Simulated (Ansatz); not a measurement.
Rows from a G0W0 calculation on SiO2 (I-42d) (Ansatz 0.2.0; G0W0 on LDA, plane waves, PAW; 6×6×6 mesh, 310 empty bands, screening to 138 eV, hard PAW files), in eV. Spin-orbit coupling is left out.

```
row      Σx     Σc     Vxc     Z
  A   -5.47  -3.87  -11.14  0.86
  B  -26.32   4.08  -20.50  0.80
  C   -7.16  -3.31  -11.95  0.87
```

Q: Which rows are filled states and which are empty ones, and how can one tell?

Filled: B. Empty: A and C. The sign of Σc tells: for a filled state bare exchange, which holds its interaction with itself, lies below Vxc (Σx − Vxc is -5.8 eV or lower here) and screening gives part back as a positive Σc. For an empty state Σx lies above Vxc (+4.8 eV or more) and the Coulomb hole leaves Σc negative.

[Paths, hosts, dates, memory and timing lines, banners, echoed tables and standing remarks are left out of the program output.]

[Logs are printed without paths, hosts, clocks, repeated set-up lines and the standing remarks that a program may print on its own settings, such as how far it seeks lower states.]

[Runs of the session that timed out or met a known fault of the program may be left out.]

[Cells called generated may have been cut or substituted from an entry of the Crystallography Open Database or the Materials Project.]

[Hosts, paths, dates, database ids (printed as entryN), source tags and the programs' standing remarks are cut or masked in the printed files.]
